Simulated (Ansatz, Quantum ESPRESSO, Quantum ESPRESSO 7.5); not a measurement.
# Band edges of Cl-CC-Cl chair, 1 layer under strain

Wanted: deformation of the bands of Cl-CC-Cl chair, 1 layer, driven from Python.

Method: plane-wave DFT, PBE, GBRV ultrasoft pseudopotentials (geometry by Ansatz 0.2.0 with PAW datasets; geometry under PBE), in Quantum ESPRESSO 7.5.

**1. Set-up**

The cell holds 4 atoms: 2 Cl and 2 C. Its edges and angles: a = 2.508 Å, b = 2.508 Å, c = 19.067 Å, α = 90.0°, β = 90.0°, γ = 120.0°. Vacuum lies along c.

This sheet is a model structure: its symmetry is held, and its stability is not tested here.

**2. Geometry from Ansatz**

A relaxation in Ansatz fixes the structure of this slab for the runs on it.

input.yaml

```yaml
crystal:
  lattice:
    - [2.508, 0.0, 0.0]
    - [-1.254, 2.1719917127, 0.0]
    - [0.0, 0.0, 19.0666666667]
  atoms:
    - { symbol: Cl, position: [0.6666666667, 0.3333333333, 0.3933566434] }
    - { symbol: C, position: [0.6666666667, 0.3333333333, 0.4867132867] }
    - { symbol: C, position: [0.3333333333, 0.6666666667, 0.5132867133] }
    - { symbol: Cl, position: [0.3333333333, 0.6666666667, 0.6066433566] }
kpoints:
  mp_grid: { grid: [12, 12, 1] }
hamiltonian:
  xc: pbe
scf:
  occupations: { method: fermi_dirac, width: 0.05 }
  convergence: { dr2_threshold: 1.0e-08 }
efield:
  axis: 3
  dipole_correction: true
  ramp_position: 0.97
  ramp_width: 0.04
relax:
  f_tol: 0.01
  cell: { fix: [c, alpha, beta] }
output:
  write_potential: true
  write_density: true
  volumetric_format: npy
```

Command:

```sh
$ ansatz run input.yaml --threads 2 --pin off --max-ram 4096MiB --backend cpu --events-out ev --progress --plain --runs-dir out
```

Numbers of over 12 decimals in the logs are rounded to 6 here.

Log:

```text
Warning: relax.cell: scf.convergence.dr2_threshold = 1e-8 eV is looser than the 4e-10 eV advised for a relaxation that steers and ends on the stress (1e-10 eV for each atom of the cell: 4). What an SCF threshold leaves in a stress goes as its square root, and in the free energy as the threshold itself, and one threshold admits the most on a small cell: [figures from the program's tests cut] Set scf.convergence.dr2_threshold to 4e-10 eV or tighter. The threshold is an SCF's pass mark: one that does not reach it within its budget of iterations ends unconverged, or closes short of it on a stop that the run arms, and scf.convergence.dr2_threshold's page says what that costs each kind of run
Engine: ansatz 0.2.0, aarch64-unknown-linux-gnu
Pseudopotentials: kind: paw
Pseudopotential: Cl, paw, valence charge 7, recommended cutoff 420 eV (normal), Cl.paw.azcp
Pseudopotential: C, paw, valence charge 4, recommended cutoff 420 eV (normal), C.paw.azcp
Functional definition: PBE
  parameter kappa = 0.804
  parameter beta = 0.066725
  exchange = pbe_x(kappa = kappa, mu = beta*pi^2/3)
  correlation = pbe_c(beta = beta)
Crystal: 4 atoms, lattice volume = 103.863 Å³
Basis set: ecut = 420 eV, 2001 PW (Γ), exchange–correlation on 36×36×256 points (8 copies of the dense FFT grid, shifted against one another)
Bands: 15, of which v1, the nominal top of the filled ones, is band 11 counted from 1 (10 counted from 0)
Symmetry: 6 space group operations
k-points: 19 of 144 (time reversal used)
Non-local potential: Cl, projectors of the file, l = 0: 2, l = 1: 2, l = 2: 2
Non-local potential: C, projectors of the file, l = 0: 2, l = 1: 2, l = 2: 1
PAW form: soft (Blöchl's): semilocal exchange-correlation on the pseudo side does not see the compensation charge
PAW one-centre angular grid: Cl, 110 points (default); XC on 64 Gauss nodes
PAW one-centre angular grid: C, 110 points (default); XC on 64 Gauss nodes
Initial density: superposition of atomic densities (neutral atoms: chi_scale 0, normalization atom), corrected by the library's trained network
Initial wavefunctions: pseudopotential atomic-orbital guess
Functional: x = pbe(κ = 0.804, μ = 0.219515), c = pbe(β = 0.066725)
SCF iter   1: F=—  HF=-2655.203983 eV  |F-HF|=—  |Δ(HF+E_count)|=         —  Δρ=9.11e-3  dr2=4.14e-1  ethr=1.77e-3  p=-0.002 e·Å  D=-3.33e-3 V/Å  ΔV_dip=0.06 eV  dr2_dipole=2.75e-4  V_vac-E_F(+/−)=2.00/1.93 eV  ⟨swp⟩=8.9  Hψ=2186  notcnv=0
efield: sawtooth ramp at fractional position 0.9700 (set: `efield.ramp_position`, or a place that a band, a saddle search or an elastic batch's reference lends), width 0.0400; the density the first Hamiltonian is built on has a dipole p = -0.002 e·Å; the dipole correction subtracts the counter field D = -3.33e-3 V/Å, which shifts the + side's vacuum level by +0.06 eV against the − side's; the planar-averaged density in the ramp window peaks in size at 3.4e-4 e/Å³
preconditioner: auto → LDOS  [metal: Δε(μ)=0.138 eV  Ē_g=13.416 eV  σ=0.050 eV  W_gap=0.47  n_scr=12 (ndim 8)  ℏωp=17.1 eV  f_vac=0.583  D(μ)=0.90/eV (n_scr^D=6)  β→1.0]
SCF iter   2: F=—  HF=-2655.184081 eV  |F-HF|=—  |Δ(HF+E_count)|=   1.99e-2  Δρ=8.64e-3  dr2=2.29e-1  ethr=1.77e-3  p=-0.000 e·Å  D=-1.19e-4 V/Å  ΔV_dip=0.00 eV  dr2_dipole=2.59e-6  V_vac-E_F(+/−)=3.38/3.38 eV  ⟨swp⟩=3.4  Hψ=642  notcnv=0
SCF iter   3: F=—  HF=-2655.143314 eV  |F-HF|=—  |Δ(HF+E_count)|=   4.08e-2  Δρ=1.61e-3  dr2=7.97e-3  ethr=1.04e-3  p=-0.000 e·Å  D=-2.73e-4 V/Å  ΔV_dip=0.01 eV  dr2_dipole=7.55e-8  V_vac-E_F(+/−)=3.13/3.13 eV  ⟨swp⟩=3.1  Hψ=574  notcnv=0
SCF iter   4: F=—  HF=-2655.141848 eV  |F-HF|=—  |Δ(HF+E_count)|=   1.47e-3  Δρ=3.02e-4  dr2=1.53e-4  ethr=3.62e-5  p=-0.000 e·Å  D=-1.44e-4 V/Å  ΔV_dip=0.00 eV  dr2_dipole=5.91e-7  V_vac-E_F(+/−)=3.27/3.26 eV  ⟨swp⟩=2.5  Hψ=521  notcnv=0
SCF iter   5: F=—  HF=-2655.141857 eV  |F-HF|=—  |Δ(HF+E_count)|=   8.72e-6  Δρ=6.06e-5  dr2=5.39e-6  ethr=6.96e-7  p=0.000 e·Å  D=4.95e-5 V/Å  ΔV_dip=-0.00 eV  dr2_dipole=4.64e-7  V_vac-E_F(+/−)=3.31/3.31 eV  ⟨swp⟩=2.7  Hψ=597  notcnv=0
SCF iter   6: F=—  HF=-2655.141855 eV  |F-HF|=—  |Δ(HF+E_count)|=   2.47e-6  Δρ=2.06e-5  dr2=1.00e-6  ethr=2.45e-8  p=-0.000 e·Å  D=-4.87e-5 V/Å  ΔV_dip=0.00 eV  dr2_dipole=1.96e-7  V_vac-E_F(+/−)=3.32/3.32 eV  ⟨swp⟩=2.9  Hψ=617  notcnv=0
SCF iter   7: F=—  HF=-2655.141854 eV  |F-HF|=—  |Δ(HF+E_count)|=   1.41e-7  Δρ=8.24e-6  dr2=1.49e-7  ethr=4.55e-9  p=0.000 e·Å  D=1.62e-5 V/Å  ΔV_dip=-0.00 eV  dr2_dipole=2.25e-8  V_vac-E_F(+/−)=3.32/3.32 eV  ⟨swp⟩=2.3  Hψ=477  notcnv=0
SCF iter   8: F=-2655.141854 eV  HF=-2655.141854 eV  |F-HF|=7.72e-9  |Δ(HF+E_count)|=   2.07e-8  Δρ=2.17e-6  dr2=9.73e-9  ethr=4.55e-11  p=0.000 e·Å  D=4.32e-6 V/Å  ΔV_dip=-0.00 eV  dr2_dipole=1.50e-9  V_vac-E_F(+/−)=3.32/3.32 eV  ⟨swp⟩=8.9  Hψ=2393  notcnv=0
SCF 1 converged in 8 iterations: F = -2655.141854 eV  dr2 = 9.73e-9
  greatest PAW one-centre occupation: 0.925 electrons in one spin orbital (limit 2), on the Cl atom at site 0 (counted from 0), in its partial waves of l = 0
relax step   1: F+E_penalty+E_count = -2655.14185433 eV  Δ(F+E_penalty+E_count) = +0.000e0 eV  max|allowed force component| = 2.290e0 eV/Å  Δτ_max = 0.0000 Å  P = +20.991 GPa  Ω = 103.863 Å³  fix = [c, alpha, beta]  reactions: c +7.300 GPa  (8 SCF iters, accepted)
Crystal: 4 atoms, lattice volume = 114.242 Å³
Basis set: ecut = 420 eV, 2289 PW (Γ), exchange–correlation on 36×36×256 points (8 copies of the dense FFT grid, shifted against one another)
Initial density: handed on by an earlier stage of this run
Initial wavefunctions: those handed on with the density
iter 1 solved again at ethr=2.66e-3 eV; its pass at ethr=3.10e-3 eV (dr2=5.86e-1 eV) is discarded
SCF iter   1: F=—  HF=-2656.734585 eV  |F-HF|=—  |Δ(HF+E_count)|=         —  Δρ=1.46e-2  dr2=5.85e-1  ethr=2.66e-3  p=0.000 e·Å  D=4.01e-6 V/Å  ΔV_dip=-0.00 eV  dr2_dipole=1.38e-9  V_vac-E_F(+/−)=3.65/3.65 eV  ⟨swp⟩=1.0  Hψ=2507  notcnv=0
efield: sawtooth ramp at fractional position 0.9700 (set: `efield.ramp_position`, or a place that a band, a saddle search or an elastic batch's reference lends), width 0.0400; the density the first Hamiltonian is built on has a dipole p = 0.000 e·Å; the dipole correction subtracts the counter field D = 4.01e-6 V/Å, which shifts the + side's vacuum level by -0.00 eV against the − side's; the planar-averaged density in the ramp window peaks in size at 1.8e-6 e/Å³
[...]
relax step   8: F+E_penalty+E_count = -2657.76777173 eV  Δ(F+E_penalty+E_count) = -2.808e-4 eV  max|allowed force component| = 6.448e-4 eV/Å  Δτ_max = 0.0035 Å  P = -0.088 GPa  Ω = 137.802 Å³  energy of the carried Pulay correction = -2.020e-2 eV  fix = [c, alpha, beta]  reactions: c -0.260 GPa  (7 SCF iters, accepted)
relax step   9: F+E_penalty+E_count = -2657.87572328 eV  Δ(F+E_penalty+E_count) = -1.080e-1 eV  max|allowed force component| = 2.470e-2 eV/Å  Δτ_max = 0.0000 Å  P = +0.642 GPa  Ω = 137.802 Å³  fix = [c, alpha, beta]  reactions: c -0.011 GPa  stress off target by 9.69e-1 GPa on what of the cell is left free  SCF on the basis re-selected at this cell (its energy is not comparable with the rows above)  (7 SCF iters)
relax step  10: F+E_penalty+E_count = -2657.88129294 eV  Δ(F+E_penalty+E_count) = -5.570e-3 eV  max|allowed force component| = 9.732e-3 eV/Å  Δτ_max = 0.0016 Å  P = +0.056 GPa  Ω = 139.833 Å³  energy of the carried Pulay correction = -1.076e-3 eV  fix = [c, alpha, beta]  reactions: c -0.005 GPa  (8 SCF iters, accepted)
relax step  11: F+E_penalty+E_count = -2657.88122912 eV  Δ(F+E_penalty+E_count) = +6.382e-5 eV  max|allowed force component| = 3.891e-4 eV/Å  Δτ_max = 0.0003 Å  P = -0.000 GPa  Ω = 140.056 Å³  energy of the carried Pulay correction = -1.202e-3 eV  fix = [c, alpha, beta]  reactions: c +0.005 GPa  (6 SCF iters, accepted)
iter 1 solved again at ethr=2.81e-6 eV; its pass at ethr=3.10e-3 eV (dr2=6.17e-4 eV) is discarded
SCF iter   1: F=—  HF=-2657.882463 eV  |F-HF|=—  |Δ(HF+E_count)|=         —  Δρ=4.30e-5  dr2=4.02e-7  ethr=2.81e-6  p=-0.000 e·Å  D=-5.48e-6 V/Å  ΔV_dip=0.00 eV  dr2_dipole=2.76e-10  V_vac-E_F(+/−)=3.17/3.17 eV  ⟨swp⟩=3.1  Hψ=2730  notcnv=0
efield: sawtooth ramp at fractional position 0.9700 (set: `efield.ramp_position`, or a place that a band, a saddle search or an elastic batch's reference lends), width 0.0400; the density the first Hamiltonian is built on has a dipole p = -0.000 e·Å; the dipole correction subtracts the counter field D = -5.48e-6 V/Å, which shifts the + side's vacuum level by +0.00 eV against the − side's; the planar-averaged density in the ramp window peaks in size at 1.0e-6 e/Å³
eigensolver tolerance schedule: the retry pair's looser diagonalisation over-reported the residual by 1534.51 of it (diagonalisation noise at an unbounded share of the residual, at the tolerance the schedule requests for it); recorded, not acted on — ethr = c·dr2/N_el stays at c = 1.0e-1
preconditioner: auto → none  [insulator: Δε(μ)=1.514 eV  Ē_g=12.213 eV  σ=0.050 eV  W_gap=1.00  n_scr=12 (ndim 8)  ℏωp=14.7 eV  f_vac=0.614  D(μ)=0.00/eV (n_scr^D=0)  ε∞_Penn≈2.5]
SCF iter   2: F=—  HF=-2657.882475 eV  |F-HF|=—  |Δ(HF+E_count)|=   1.21e-5  Δρ=2.14e-5  dr2=1.87e-7  ethr=1.83e-9  p=0.000 e·Å  D=7.86e-6 V/Å  ΔV_dip=-0.00 eV  dr2_dipole=2.07e-9  V_vac-E_F(+/−)=3.17/3.17 eV  ⟨swp⟩=2.9  Hψ=624  notcnv=0
SCF iter   3: F=—  HF=-2657.882483 eV  |F-HF|=—  |Δ(HF+E_count)|=   8.27e-6  Δρ=1.20e-5  dr2=3.52e-7  ethr=8.49e-10  p=-0.000 e·Å  D=-3.27e-5 V/Å  ΔV_dip=0.00 eV  dr2_dipole=2.09e-8  V_vac-E_F(+/−)=3.17/3.17 eV  ⟨swp⟩=2.5  Hψ=485  notcnv=0
SCF iter   4: F=—  HF=-2657.882486 eV  |F-HF|=—  |Δ(HF+E_count)|=   3.22e-6  Δρ=3.66e-6  dr2=3.14e-8  ethr=8.49e-10  p=0.000 e·Å  D=2.22e-5 V/Å  ΔV_dip=-0.00 eV  dr2_dipole=1.17e-8  V_vac-E_F(+/−)=3.17/3.17 eV  ⟨swp⟩=2.1  Hψ=392  notcnv=0
SCF iter   5: F=-2657.882487 eV  HF=-2657.882487 eV  |F-HF|=2.94e-7  |Δ(HF+E_count)|=   4.77e-7  Δρ=2.08e-6  dr2=7.63e-9  ethr=4.55e-11  p=-0.000 e·Å  D=-1.19e-5 V/Å  ΔV_dip=0.00 eV  dr2_dipole=2.38e-9  V_vac-E_F(+/−)=3.17/3.17 eV  ⟨swp⟩=9.8  Hψ=2325  notcnv=0
SCF 12 converged in 5 iterations: F = -2657.882487 eV  dr2 = 7.63e-9
relax step  12: F+E_penalty+E_count = -2657.88248692 eV  Δ(F+E_penalty+E_count) = -1.258e-3 eV  max|allowed force component| = 7.896e-4 eV/Å  Δτ_max = 0.0000 Å  P = +0.000 GPa  Ω = 140.056 Å³  fix = [c, alpha, beta]  reactions: c -0.000 GPa  stress off target by 2.62e-4 GPa on what of the cell is left free  SCF on the basis re-selected at this cell (its energy is not comparable with the rows above)  (5 SCF iters)
basis re-selected at this cell: Δ(F+E_penalty+E_count) = -1.258e-3 eV, ΔP = +0.000 GPa vs the last step (what re-selecting the basis moved, of the pressure what is left beyond the Pulay correction that the steps carried, after the strain that the cell walked since its last selection, with what the two solves' SCF thresholds leave and, on support functions, any second-order correction that the steps lacked; it is no m [...]
WARN: The output density's exchange-correlation potential varies sharply where the density is thin. Do not read a vacuum level from v_tot or v_xc, or from such a field of the output density. On a cell that repeats whose density bears no net charge and no dipole along the vacuum's axis use v_es (v_loc + v_h of the components); under efield.dipole_correction with no amplitude use v_es + v_field, which holds any externa [...]
SCF converged after 5 iterations
Free energy (F): -2657.882487 eV
Harris-Foulkes:  -2657.882487 eV  (|F-HF|=2.94e-7)
Internal energy: -2657.882487 eV  (E = F + TS)
E sigma→0 (E₀):  -2657.882487 eV
Entropy (-TS):   -0.000000 eV (-0.000 meV/atom)
Fermi energy:    1.266097 eV
Dipole field:    D = 0.000066 V/Å  (p = 0.000051 e·Å, saw-weighted, corrected)
Work function:   Φ+ = 3.1673 eV   Φ− = 3.1686 eV
Levels:          The Fermi level and band energies are counted from a zero that moves with the ramp; work functions are not
--- Per-component energies (eV) ---
  E_band       = -173.387061
  E_kinetic    = 495.273632
  E_local      = -9674.207307  (includes V_loc(G=0)·N_el)
  E_nonlocal   = 109.353558
  E_hartree    = 4630.846085
  E_xc         = -308.310802
  E_vxc        = -360.673685  (∫ρ·V_xc dr)
  E_paw        = -1515.292243  (= ΣΔE_a)
  E_vpaw       = -4.827698  (= ΣTr[D̂ρ^β])
  E_aug_tail   = 0.000188  (compensation charges beyond the density's cutoff)
  E_efield     = 0.000000  (sawtooth field / dipole correction)
  E_vefield    = -0.000279  (∫n·V_field dr)
  E_ewald      = 3604.454402
  E_smearing   = -0.000000  (= −TS)
  E_closure    = -0.000000  (closes the sum)
  Σ components = -2657.882487   (vs F -2657.882487, Δ=0.00e0)
--- Forces (eV/Å), atoms counted from 1 ---
  atom   1  Cl    -0.00000000    -0.00000000    -0.00009122
  atom   2  C      0.00000000     0.00000000     0.00077964
  atom   3  C     -0.00000000    -0.00000000    -0.00061541
  atom   4  Cl     0.00000000     0.00000000    -0.00011285
  max |Σ_I F_I| component: 3.98e-5 eV/Å
--- Stress (GPa, compression-positive) ---
        0.000262      -0.000000      -0.000000
       -0.000000       0.000262      -0.000000
       -0.000000      -0.000000      -0.000275
  P = ⅓ Tr σ = 0.0001 GPa (0.001 kbar)
--- Band table (eV; the first three rows and the last of 19) ---
  k-point 0: bands = [... 7 lower, -0.7827, -0.7827, 0.4854, 0.4854, 1.9996, 2.2932, 3.4950, 4.2350]
  k-point 1: bands = [... 7 lower, -1.2121, -0.8491, -0.0046, 0.3860, 2.2937, 2.5755, 3.5781, 4.2875]
  k-point 2: bands = [... 7 lower, -2.1969, -1.1664, -1.0501, 0.1267, 2.6526, 2.8981, 3.8271, 4.9244]
  k-point 18: bands = [... 7 lower, -4.8941, -3.8160, -3.8159, -3.5163, 4.5703, 4.5704, 5.7005, 6.8485]
--- Relaxed structure (10 steps of the walk, 9 accepted, 2 SCFs on fresh bases) ---
  F+E_penalty+E_count = -2657.88248692 eV   max|allowed force component| = 7.896e-4 eV/Å   (the final SCF, on the basis selected at the relaxed cell)
  cell:  # Å, volume = 140.0557 Å³
    - [2.912377, 2.992992634716255e-17, 0]
    - [-1.456189, 2.522193, 0]
    - [0, 0, 19.0666666667]
  atoms:
    - { symbol: Cl, position: [0.666667, 0.333333, 0.394705] }
    - { symbol: C, position: [0.666667, 0.333333, 0.486651] }
    - { symbol: C, position: [0.333333, 0.666667, 0.513349] }
    - { symbol: Cl, position: [0.333333, 0.666667, 0.605295] }
```

The job ended after 24 s (2 threads of Arm Neoverse V1, shared host; peak memory 0.37 GiB).

Relaxation path:

| step | energy less that of the first step (eV) | largest force component (eV/Å) | pressure (GPa) | volume (Å³) |
| --- | --- | --- | --- | --- |
| 1 | 0.0000 | 2.2895 | 20.99 | 103.86 |
| 2 | -1.4603 | 0.5779 | 11.59 | 114.24 |
| 3 | -2.2662 | 1.0300 | 4.06 | 125.10 |
| 4 | -2.5923 | 1.0957 | -0.28 | 136.55 |
| 5 | -2.6166 | 0.4299 | -0.74 | 138.12 |
| 6 | -2.6256 | 0.0760 | -0.21 | 137.84 |
| 7 | -2.6250 | 0.1697 | -0.02 | 137.85 |
| 8 | -2.6259 | 0.0006 | -0.09 | 137.80 |
| 9* | -2.7339 | 0.0247 | 0.64 | 137.80 |
| 10 | -2.7394 | 0.0097 | 0.06 | 139.83 |
| 11 | -2.7394 | 0.0004 | 0.00 | 140.06 |
| 12* | -2.7406 | 0.0008 | 0.00 | 140.06 |

Relaxation steps marked * repeat the geometry before them on a plane-wave basis chosen anew for their cell, so energy and pressure can jump there. Relaxation step 7 was tried and not accepted.

| cell as run | before | after | change |
| --- | --- | --- | --- |
| a (Å) | 2.508 | 2.912 | +16.1 % |
| b (Å) | 2.508 | 2.912 | +16.1 % |

The atoms that moved most (Å, along periodic axes as changes of fractional coordinates times the final cell, across vacuum about the mean position):

| atom | dx | dy | dz | length |
| --- | --- | --- | --- | --- |
| Cl1 | 0.000 | 0.000 | 0.026 | 0.026 |
| Cl4 | 0.000 | 0.000 | -0.026 | 0.026 |

The relaxed structure:

```xyz
4
Lattice="2.9124 0.0000 0.0000 -1.4562 2.5222 0.0000 0.0000 0.0000 19.0667" Properties=species:S:1:pos:R:3
Cl    1.4562    0.8407    7.5257
C     1.4562    0.8407    9.2788
C     0.0000    1.6815    9.7879
Cl    0.0000    1.6815   11.5410
```

This step gave:

| Property | Result |
| --- | --- |
| free energy | -2657.8825 eV |
| Fermi energy | 1.266 eV |
| gap by band count | 1.514 eV |
| symmetry operations | 6 |
| dipole along the normal | 5.15e-5 e·Å |
| vacuum level at the upper face over a Fermi level inside the gap | 3.167 eV |
| vacuum level at the lower face over a Fermi level inside the gap | 3.169 eV |

[end of part 1 of 2]

[Logs are printed without paths, hosts, clocks, repeated set-up lines and the standing remarks that a program may print on its own settings, such as how far it seeks lower states.]

[Hosts, paths, dates, database ids (printed as entryN), source tags and the programs' standing remarks are cut or masked in the printed files.]

[Maps of the electrostatic potential energy from Ansatz leave out the sawtooth potential of an applied field or a dipole correction, so their vacuum need not be flat; planar profiles and work functions include it.]
